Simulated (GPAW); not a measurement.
Consider Sc2C (P-3m1).

```xyz
3
Lattice="3.3328 0.0000 0.0000 -1.6664 2.8863 0.0000 0.0000 0.0000 5.6499" Properties=species:S:1:pos:R:3 pbc="T T T"
Sc    0.0000    1.9242    1.5957
Sc    1.6664    0.9621    4.0541
C     0.0000    0.0000    2.8249
```

Absorber: atom 1, with 3 C at 2.28 Å (pyramidal, site symmetry 3m). Method: GPAW, LDA, excited-electron core hole (neutral cell), 9-atom cell with 5.7 Å between holes, 5×5×5 k points, dipole transitions, Gaussian full width 0.9 eV up to 4 eV, rising linearly to 3.5 eV at 25 eV.

Q: Where do the maxima of the Sc K edge fall?

Main maxima up to 30 eV above the zero (height): 0.4 eV (0.64), 13.3 eV (1.71) and 25.0 eV (1.53). A K edge sees empty p states. The weak features of the first eV are p character mixed into the empty d bands; the main 4p edge lies above them. The total-energy difference is 4493.24 eV. One term is added: -21.68 eV, since the hole is spin-paired here and a spin-polarised one costs that much less in the free atom (computed apart). The photon energy is then 4471.56 eV. The tabulated edge of the element is 4492 eV. The functional leaves an error in such absolute values: in the free atom LDA prices this hole 12.5 eV below PBE (computed apart), and PBE is itself good to a few eV.

The Sc K spectrum (energy from the lowest empty level; intensity scaled to a mean of 1 over the first 20 eV; polarised curves are means over the symmetry-equivalent atoms):

```
E (eV)  isotropic  ε ⊥ c  ε ∥ c
  -2.0       0.00   0.00   0.00
  -1.4       0.00   0.00   0.00
  -0.8       0.02   0.03   0.01
  -0.2       0.32   0.40   0.15
   0.4       0.64   0.73   0.46
   1.0       0.42   0.44   0.38
   1.6       0.18   0.19   0.17
   2.2       0.18   0.18   0.18
   2.8       0.19   0.21   0.15
   3.4       0.26   0.25   0.27
   4.0       0.35   0.36   0.33
   4.6       0.40   0.45   0.31
   5.2       0.49   0.47   0.54
   5.8       0.59   0.40   0.96
   6.4       0.59   0.36   1.06
   7.0       0.65   0.48   1.01
   7.6       0.81   0.70   1.02
   8.2       0.96   0.95   0.99
   8.8       1.10   1.12   1.06
   9.4       1.16   1.18   1.14
  10.0       1.18   1.22   1.11
  10.6       1.19   1.29   0.99
  11.2       1.23   1.34   1.00
  11.8       1.35   1.41   1.24
  12.4       1.55   1.54   1.57
  13.0       1.69   1.69   1.71
  13.6       1.70   1.76   1.58
  14.2       1.63   1.76   1.37
  14.8       1.55   1.70   1.24
  15.4       1.48   1.60   1.23
  16.0       1.42   1.49   1.27
  16.6       1.38   1.41   1.32
  17.2       1.37   1.36   1.39
  17.8       1.37   1.31   1.48
  18.4       1.35   1.25   1.54
  19.0       1.32   1.20   1.57
  19.6       1.29   1.15   1.57
  20.2       1.26   1.12   1.54
  20.8       1.25   1.11   1.51
  21.4       1.25   1.13   1.50
  22.0       1.29   1.19   1.50
  22.6       1.36   1.29   1.49
  23.2       1.43   1.42   1.45
  23.8       1.49   1.54   1.39
  24.4       1.52   1.63   1.31
  25.0       1.53   1.67   1.24
  25.6       1.52   1.68   1.20
  26.2       1.50   1.65   1.20
  26.8       1.48   1.61   1.22
  27.4       1.45   1.55   1.25
  28.0       1.43   1.50   1.28
  28.6       1.41   1.47   1.30
  29.2       1.40   1.45   1.31
  29.8       1.40   1.45   1.29
  30.4       1.40   1.46   1.28
  31.0       1.41   1.48   1.26
  31.6       1.42   1.49   1.27
```

Quadrupole 1s→3d transitions, which feed the pre-edge, are not in the dipole spectrum. The holes are only 5.7 Å apart, so the shape is probably not converged with cell size; no larger cell was run here. The mesh is coarse (0.25 Å⁻¹ between points), so small maxima may be mesh ripples. Lifetime broadening is put in by hand, and intensities beyond about 20 eV depend on it and on the partial waves. The structure is a computed Materials Project entry and may be a hypothetical form.

[Banner, clock and machine lines of the logs are left out without a mark of their own.]

[Logs are printed without paths, hosts, clocks, repeated set-up lines and the standing remarks that a program may print on its own settings, such as how far it seeks lower states.]

[Hosts, paths, dates, database ids (printed as entryN), source tags and the programs' standing remarks are cut or masked in the printed files.]

[Lists of maxima count a maximum above −3 eV only where it reaches 4 % of the highest in the window and stands out from its surroundings by 2 % of it (1.5 % where it reaches 55 %); shoulders and weaker maxima are passed over, and of the rest the first, up to two pre-edge ones and the few strongest are named.]
